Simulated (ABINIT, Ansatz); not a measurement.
**Te2Pb (Fm-3m): zone-centre phonons**

Wanted: the vibrations of Te2Pb (Fm-3m) at Γ, by two programs.

Method: DFT LDA, scalar-relativistic, plane waves, HGH norm-conserving pseudopotentials, in ABINIT 10.8.3.

The structure was built from a prototype and need not be the compound's stable phase.

## Step 1: The structure

It takes space group Fm-3m (No. 225, cubic). Conventional cell: a = 7.100 Å, b = 7.100 Å, c = 7.100 Å, α = 90.00°, β = 90.00°, γ = 90.00°. Nearest to Pb lie 8 Te at 3.07 Å. Nearest to Te lie 4 Pb at 3.07 Å. Farther neighbours and most contacts between anions are not listed.

## Step 2: A first look

A first run with smearing and empty bands tells whether the crystal has a gap, which decides between fixed occupations and smearing later on.

probe.abi

```
# ground state
tolvrs 1.0d-08
prtden 1
prtwf 1

# basis, mesh and filling
ecut 20.0
ixc 7
ngkpt 4 4 4
nshiftk 1
shiftk 0.0 0.0 0.0
istwfk *1
occopt 7
tsmear 0.005
nband 14
nstep 100
diemac 9.0
prtebands 0
prtgsr 0

# cell and atoms
acell 9.487771963 9.487771963 9.487771963
rprim 
    0.0 0.7071067812 0.7071067812
    0.7071067812 0.0 0.7071067812
    0.7071067812 0.7071067812 0.0
ntypat 2
znucl 82 52
natom 3
typat 1 2 2
xred 
    0.0 0.0 0.0
    0.25 0.25 0.25
    0.75 0.75 0.75
pp_dirpath "./pseudo"
pseudos "Pb.hgh, Te.hgh"
```

On the command line:

```
OMP_NUM_THREADS=1 mpirun -n 4 abinit probe.abi > probe.log
```

Numbers of over 12 decimals in the logs are rounded to 6 here.

probe.abo, the main output file:

```text
[banners, grids, parts of the stress and lines that vanish by symmetry left out]
- input  file    -> probe.abi
- output file    -> probe.abo
- root for input  files -> probei
[...]
Symmetries : space group Fm -3 m (#225); Bravais cF (face-center cubic)
[...]
mpw =        2637          nfft =       64000          nkpt =           8
[...]
== DATASET  1 ==================================================================
[...]
cutoff_energies: {ecut:  20.0, pawecutdg:  -1.0, }
[...]
Exchange-correlation functional for the present dataset will be:
  LDA: Perdew-Wang 92 LSD fit to Ceperley-Alder data - ixc=7
[...]
ETOT  1  -20.107440041111    -2.011E+01 1.597E-02 1.937E+01
 ETOT  2  -20.119180997404    -1.174E-02 3.376E-03 1.238E+00
 ETOT  3  -20.119313238488    -1.322E-04 9.178E-04 1.322E-01
 ETOT  4  -20.119322907912    -9.669E-06 8.878E-04 1.350E-02
 ETOT  5  -20.119323933080    -1.025E-06 1.836E-04 1.090E-05
 ETOT  6  -20.119323934405    -1.325E-09 1.706E-04 1.743E-07
 ETOT  7  -20.119323934427    -2.176E-11 2.635E-05 2.619E-09
 At SCF step    7       vres2   =  2.62E-09 < tolvrs=  1.00E-08 =>converged.
[...]
sigma(1 1)= -2.13811244E-04  sigma(3 2)=  0.00000000E+00
  sigma(2 2)= -2.13811244E-04  sigma(3 1)=  0.00000000E+00
  sigma(3 3)= -2.13811244E-04  sigma(2 1)=  0.00000000E+00
[...]
convergence: {deltae: -2.176E-11, res2:  2.619E-09, residm:  2.635E-05, diffor: null, }
etotal    :  -2.01193239E+01
[...]
sigma(1 1)= -2.13811244E-04  sigma(3 2)=  0.00000000E+00
  sigma(2 2)= -2.13811244E-04  sigma(3 1)=  0.00000000E+00
  sigma(3 3)= -2.13811244E-04  sigma(2 1)=  0.00000000E+00
[...]
- sigma(1 1)= -6.29054399E+00  sigma(3 2)=  0.00000000E+00
- sigma(2 2)= -6.29054399E+00  sigma(3 1)=  0.00000000E+00
- sigma(3 3)= -6.29054399E+00  sigma(2 1)=  0.00000000E+00
[...]
fcart     -0.0000000000E+00 -0.0000000000E+00 -0.0000000000E+00
           strten     -2.1381124448E-04 -2.1381124448E-04 -2.1381124448E-04
================================================================================

[key lines of the parts left out:]
pressure_GPa:   6.2905E+00
```

The job ended after 4.3 s (4 MPI ranks of Arm Neoverse N1, shared host; 16 s of CPU time).

Numbers from this step:

```
volume per atom   : 29.83 Å³
pressure          : 6.291 GPa
gap on the k-mesh : 0 eV
```

No gap opens on this mesh, so smearing is kept; the printed pressure holds the stress of the finite basis too.

## Step 3: Rough relaxation

The typed start is rough, so a first relaxation with smearing and loose thresholds takes it towards rest cheaply.

prerelax.abi

```
# relaxation
ionmov 2
optcell 2
dilatmx 1.15
chkdilatmx 0
ntime 40
tolmxf 3.0d-04
tolvrs 1.0d-10
prtwf 0
prtden 0
chksymtnons 0

# basis, mesh and filling
ecut 21.0
ecutsm 3.0
ixc 7
ngkpt 4 4 4
nshiftk 1
shiftk 0.0 0.0 0.0
istwfk *1
occopt 7
tsmear 0.005
nband 14
nstep 100
diemac 1000000.0
prtebands 0
prtgsr 0

# cell and atoms
acell 9.487771963 9.487771963 9.487771963
rprim 
    0.0 0.7071067812 0.7071067812
    0.7071067812 0.0 0.7071067812
    0.7071067812 0.7071067812 0.0
ntypat 2
znucl 82 52
natom 3
typat 1 2 2
xred 
    0.0 0.0 0.0
    0.25 0.25 0.25
    0.75 0.75 0.75
pp_dirpath "./pseudo"
pseudos "Pb.hgh, Te.hgh"
```

On the command line:

```
OMP_NUM_THREADS=1 mpirun -n 4 abinit prerelax.abi > prerelax.log
```

prerelax.abo, the main output file:

```text
[banners, grids, parts of the stress and lines that vanish by symmetry left out]
- input  file    -> prerelax.abi
- output file    -> prerelax.abo
- root for input  files -> prerelaxi
[...]
Symmetries : space group Fm -3 m (#225); Bravais cF (face-center cubic)
[...]
mpw =        4279          nfft =      110592          nkpt =           8
[...]
== DATASET  1 ==================================================================
[...]
cutoff_energies: {ecut:  21.0, pawecutdg:  -1.0, }
[...]
Exchange-correlation functional for the present dataset will be:
  LDA: Perdew-Wang 92 LSD fit to Ceperley-Alder data - ixc=7
[...]
ETOT  1  -20.105525413788    -2.011E+01 1.716E-02 3.373E+01
 ETOT  2  -20.119099139795    -1.357E-02 4.919E-04 2.308E+00
 ETOT  3  -20.119220295475    -1.212E-04 2.448E-04 3.287E-01
 ETOT  4  -20.119233009651    -1.271E-05 3.665E-05 3.751E-02
[...]
ETOT  7  -20.126381188326    -3.055E-13 1.498E-06 1.083E-11
 At SCF step    7       vres2   =  1.08E-11 < tolvrs=  1.00E-10 =>converged.
[...]
sigma(1 1)= -2.52855936E-06  sigma(3 2)=  0.00000000E+00
  sigma(2 2)= -2.52855936E-06  sigma(3 1)=  0.00000000E+00
  sigma(3 3)= -2.52855936E-06  sigma(2 1)=  0.00000000E+00
[...]
convergence: {deltae: -3.055E-13, res2:  1.083E-11, residm:  1.498E-06, diffor: null, }
etotal    :  -2.01263812E+01
[...]
At Broyd/MD step   4, gradients are converged :
[...]
sigma(1 1)= -2.52855936E-06  sigma(3 2)=  0.00000000E+00
  sigma(2 2)= -2.52855936E-06  sigma(3 1)=  0.00000000E+00
  sigma(3 3)= -2.52855936E-06  sigma(2 1)=  0.00000000E+00
[...]
- sigma(1 1)= -7.43927847E-02  sigma(3 2)=  0.00000000E+00
- sigma(2 2)= -7.43927847E-02  sigma(3 1)=  0.00000000E+00
- sigma(3 3)= -7.43927847E-02  sigma(2 1)=  0.00000000E+00
[...]
fcart     -0.0000000000E+00 -0.0000000000E+00 -0.0000000000E+00
           strten     -2.5285593582E-06 -2.5285593582E-06 -2.5285593582E-06
================================================================================

[key lines of the parts left out:]
pressure_GPa:   7.4393E-02
Total energy (etotal) [Ha]= -2.01263811883258E+01
```

Run time: 21 s. Hardware: 4 MPI ranks; 85 s of CPU time.

The steps of the relaxation:

```tsv
step	energy less that of the first step (eV)	largest force (eV/Å)	volume (Å³)
1	0.0000	0.0000	89.49
2	-0.0634	0.0000	91.26
3	-0.1920	0.0000	98.94
4	-0.1945	0.0000	100.11
```

```tsv
conventional cell, symmetrised	before	after	change
a (Å)	7.100	7.371	+3.8 %
b (Å)	7.100	7.371	+3.8 %
c (Å)	7.100	7.371	+3.8 %
volume (Å³/atom)	29.83	33.37	+11.9 %
```

The relaxed structure:

```xyz
3
Lattice="0.0000 3.6854 3.6854 3.6854 0.0000 3.6854 3.6854 3.6854 0.0000" Properties=species:S:1:pos:R:3 pbc="T T T"
Pb    0.0000    0.0000    0.0000
Te    1.8427    1.8427    1.8427
Te    5.5280    5.5280    5.5280
```

Numbers from this step:

| Item | Value |
| --- | --- |
| volume per atom | 33.37 Å³ |
| pressure | 0.07439 GPa |

The volume changes by +11.9 % in this run and stands +11.9 % from the first cell.

## Step 4: Relaxation

The harmonic expansion needs vanishing forces, and a free crystal bears no stress, so cell and atoms are brought to rest. Stress is more sensitive to the basis than forces are: the last 3 Ha under the cutoff are smoothed with ecutsm, and the cutoff is raised above that of the later runs.

relax.abi

```
# relaxation
ionmov 2
optcell 2
dilatmx 1.08
ntime 40
tolmxf 1.0d-05
tolvrs 1.0d-14
prtwf 0
prtden 0
chksymtnons 0

# basis, mesh and filling
ecut 26.0
ecutsm 3.0
ixc 7
ngkpt 6 6 6
nshiftk 1
shiftk 0.0 0.0 0.0
istwfk *1
occopt 7
tsmear 0.01
nband 14
nstep 100
diemac 1000000.0
prtebands 0
prtgsr 0

# cell and atoms
acell 9.849042013 9.849042013 9.849042013
rprim 
    0.0 0.7071067812 0.7071067812
    0.7071067812 0.0 0.7071067812
    0.7071067812 0.7071067812 0.0
ntypat 2
znucl 82 52
natom 3
typat 1 2 2
xred 
    0.0 0.0 0.0
    0.25 0.25 0.25
    0.75 0.75 0.75
pp_dirpath "./pseudo"
pseudos "Pb.hgh, Te.hgh"
```

On the command line:

```
OMP_NUM_THREADS=1 mpirun -n 4 abinit relax.abi > relax.log
```

relax.abo, the main output file:

```text
[banners, grids, parts of the stress and lines that vanish by symmetry left out]
- input  file    -> relax.abi
- output file    -> relax.abo
- root for input  files -> relaxi
[...]
Symmetries : space group Fm -3 m (#225); Bravais cF (face-center cubic)
[...]
mpw =        5434          nfft =      125000          nkpt =          16
[...]
== DATASET  1 ==================================================================
[...]
cutoff_energies: {ecut:  26.0, pawecutdg:  -1.0, }
[...]
Exchange-correlation functional for the present dataset will be:
  LDA: Perdew-Wang 92 LSD fit to Ceperley-Alder data - ixc=7
[...]
ETOT  1  -20.114064221777    -2.011E+01 1.205E-02 3.167E+01
 ETOT  2  -20.128665264313    -1.460E-02 3.233E-03 2.517E+00
 ETOT  3  -20.128802206381    -1.369E-04 9.140E-04 3.606E-01
 ETOT  4  -20.128813102316    -1.090E-05 1.945E-04 5.951E-02
 ETOT  5  -20.128815418776    -2.316E-06 1.595E-04 1.298E-04
[...]
At SCF step   10       vres2   =  4.95E-15 < tolvrs=  1.00E-14 =>converged.
[...]
sigma(1 1)= -5.45183649E-06  sigma(3 2)=  0.00000000E+00
  sigma(2 2)= -5.45183649E-06  sigma(3 1)=  0.00000000E+00
  sigma(3 3)= -5.45183649E-06  sigma(2 1)=  0.00000000E+00
[...]
convergence: {deltae: -8.527E-14, res2:  4.948E-15, residm:  1.619E-05, diffor: null, }
etotal    :  -2.01288154E+01
[...]
ETOT  1  -20.128817069390    -2.013E+01 7.360E-06 6.688E-04
[...]
At SCF step    8       vres2   =  2.24E-16 < tolvrs=  1.00E-14 =>converged.
[...]
sigma(1 1)= -4.73032841E-06  sigma(3 2)=  0.00000000E+00
  sigma(2 2)= -4.73032841E-06  sigma(3 1)=  0.00000000E+00
  sigma(3 3)= -4.73032841E-06  sigma(2 1)=  0.00000000E+00
[...]
convergence: {deltae:  1.066E-14, res2:  2.242E-16, residm:  1.534E-06, diffor: null, }
etotal    :  -2.01288171E+01
[...]
ETOT  1  -20.128820309792    -2.013E+01 1.414E-06 2.904E-02
[...]
ETOT  8  -20.128822293957    -2.878E-13 2.987E-07 1.009E-14
 ETOT  9  -20.128822293957     2.274E-13 3.822E-07 4.327E-17
 At SCF step    9       vres2   =  4.33E-17 < tolvrs=  1.00E-14 =>converged.
[...]
sigma(1 1)= -2.56009695E-08  sigma(3 2)=  0.00000000E+00
  sigma(2 2)= -2.56009695E-08  sigma(3 1)=  0.00000000E+00
  sigma(3 3)= -2.56009695E-08  sigma(2 1)=  0.00000000E+00
[...]
convergence: {deltae:  2.274E-13, res2:  4.327E-17, residm:  3.822E-07, diffor: null, }
etotal    :  -2.01288223E+01
[...]
At Broyd/MD step   3, gradients are converged :
[...]
sigma(1 1)= -2.56009695E-08  sigma(3 2)=  0.00000000E+00
  sigma(2 2)= -2.56009695E-08  sigma(3 1)=  0.00000000E+00
  sigma(3 3)= -2.56009695E-08  sigma(2 1)=  0.00000000E+00
[...]
- sigma(1 1)= -7.53206526E-04  sigma(3 2)=  0.00000000E+00
- sigma(2 2)= -7.53206526E-04  sigma(3 1)=  0.00000000E+00
- sigma(3 3)= -7.53206526E-04  sigma(2 1)=  0.00000000E+00
[...]
fcart     -0.0000000000E+00 -0.0000000000E+00 -0.0000000000E+00
           strten     -2.5600969477E-08 -2.5600969476E-08 -2.5600969473E-08
================================================================================

[key lines of the parts left out:]
pressure_GPa:   7.5321E-04
Total energy (etotal) [Ha]= -2.01288222939570E+01
```

It took 51 s on 4 MPI ranks.

Relaxation path:

```tsv
step	energy less that of the first step (eV)	largest force (eV/Å)	volume (Å³)
1	0.0000	0.0000	100.11
2	0.0000	0.0000	100.16
3	-0.0002	0.0000	100.48
```

```tsv
conventional cell, symmetrised	before	after	change
a (Å)	7.371	7.380	+0.1 %
b (Å)	7.371	7.380	+0.1 %
c (Å)	7.371	7.380	+0.1 %
volume (Å³/atom)	33.37	33.49	+0.4 %
```

The relaxed structure:

```xyz
3
Lattice="0.0000 3.6899 3.6899 3.6899 0.0000 3.6899 3.6899 3.6899 0.0000" Properties=species:S:1:pos:R:3 pbc="T T T"
Pb    0.0000    0.0000    0.0000
Te    1.8450    1.8450    1.8450
Te    5.5349    5.5349    5.5349
```

Read from the output:

```yaml
volume_per_atom: 33.49 Å³
pressure: 7.53e-4 GPa
```

The volume changes by +0.4 % in this run and stands +12.3 % from the first cell.

## Step 5: Self-consistent run for the response

The response is built on these wavefunctions, so the potential is converged far more tightly than an energy would need. Smearing stays on, as the first look found no gap above 0.3 eV.

gs.abi

```
# ground state
tolvrs 1.0d-16
prtden 1
prtwf 1

# basis, mesh and filling
ecut 20.0
ixc 7
ngkpt 6 6 6
nshiftk 1
shiftk 0.0 0.0 0.0
istwfk *1
occopt 7
tsmear 0.01
nband 14
nstep 100
diemac 1000000.0
prtebands 0
prtgsr 0

# cell and atoms
acell 9.861253239 9.861253239 9.861253239
rprim 
    0.0 0.7071067812 0.7071067812
    0.7071067812 0.0 0.7071067812
    0.7071067812 0.7071067812 0.0
ntypat 2
znucl 82 52
natom 3
typat 1 2 2
xred 
    0.0 0.0 0.0
    0.25 0.25 0.25
    0.75 0.75 0.75
pp_dirpath "./pseudo"
pseudos "Pb.hgh, Te.hgh"
```

On the command line:

```
OMP_NUM_THREADS=1 mpirun -n 4 abinit gs.abi > gs.log
```

gs.abo, the main output file:

```text
[banners, grids, parts of the stress and lines that vanish by symmetry left out]
- input  file    -> gs.abi
- output file    -> gs.abo
- root for input  files -> gsi
[...]
Symmetries : space group Fm -3 m (#225); Bravais cF (face-center cubic)
[...]
mpw =        2914          nfft =       64000          nkpt =          16
[...]
== DATASET  1 ==================================================================
[...]
cutoff_energies: {ecut:  20.0, pawecutdg:  -1.0, }
[...]
Exchange-correlation functional for the present dataset will be:
  LDA: Perdew-Wang 92 LSD fit to Ceperley-Alder data - ixc=7
[...]
ETOT  1  -20.115026822459    -2.012E+01 2.451E-02 1.637E+01
 ETOT  2  -20.128246267614    -1.322E-02 9.884E-04 1.236E+00
 ETOT  3  -20.128366909508    -1.206E-04 5.402E-04 1.933E-01
 ETOT  4  -20.128378655785    -1.175E-05 3.141E-04 2.867E-02
 ETOT  5  -20.128380850870    -2.195E-06 2.332E-04 5.345E-05
[...]
ETOT 10  -20.128380857666     2.842E-13 7.728E-05 2.905E-15
 ETOT 11  -20.128380857666     4.974E-14 5.879E-05 2.253E-17
 At SCF step   11       vres2   =  2.25E-17 < tolvrs=  1.00E-16 =>converged.
[...]
sigma(1 1)=  3.82075133E-06  sigma(3 2)=  0.00000000E+00
  sigma(2 2)=  3.82075133E-06  sigma(3 1)=  0.00000000E+00
  sigma(3 3)=  3.82075133E-06  sigma(2 1)=  0.00000000E+00
[...]
convergence: {deltae:  4.974E-14, res2:  2.253E-17, residm:  5.879E-05, diffor: null, }
etotal    :  -2.01283809E+01
[...]
sigma(1 1)=  3.82075133E-06  sigma(3 2)=  0.00000000E+00
  sigma(2 2)=  3.82075133E-06  sigma(3 1)=  0.00000000E+00
  sigma(3 3)=  3.82075133E-06  sigma(2 1)=  0.00000000E+00
[...]
- sigma(1 1)=  1.12410385E-01  sigma(3 2)=  0.00000000E+00
- sigma(2 2)=  1.12410385E-01  sigma(3 1)=  0.00000000E+00
- sigma(3 3)=  1.12410385E-01  sigma(2 1)=  0.00000000E+00
[...]
fcart     -0.0000000000E+00 -0.0000000000E+00 -0.0000000000E+00
           strten      3.8207513269E-06  3.8207513269E-06  3.8207513269E-06
================================================================================

[key lines of the parts left out:]
pressure_GPa:  -1.1241E-01
```

Wall time 11 s (4 MPI ranks); 44 s of CPU time.

Numbers from this step:

| Quantity | Value |
| --- | --- |
| pressure | -0.1124 GPa |

The cell stands at -0.11 GPa: the relaxation ran with a smoothed and higher cutoff, and the difference is a stress of the finite basis.

(Continued in part 2 of 3.)

[Host names and launcher messages were left out of these logs when they were recorded.]

[Logs are printed without paths, hosts, clocks, repeated set-up lines and the standing remarks that a program may print on its own settings, such as how far it seeks lower states.]

[Hosts, paths, dates, database ids (printed as entryN), source tags and the programs' standing remarks are cut or masked in the printed files.]
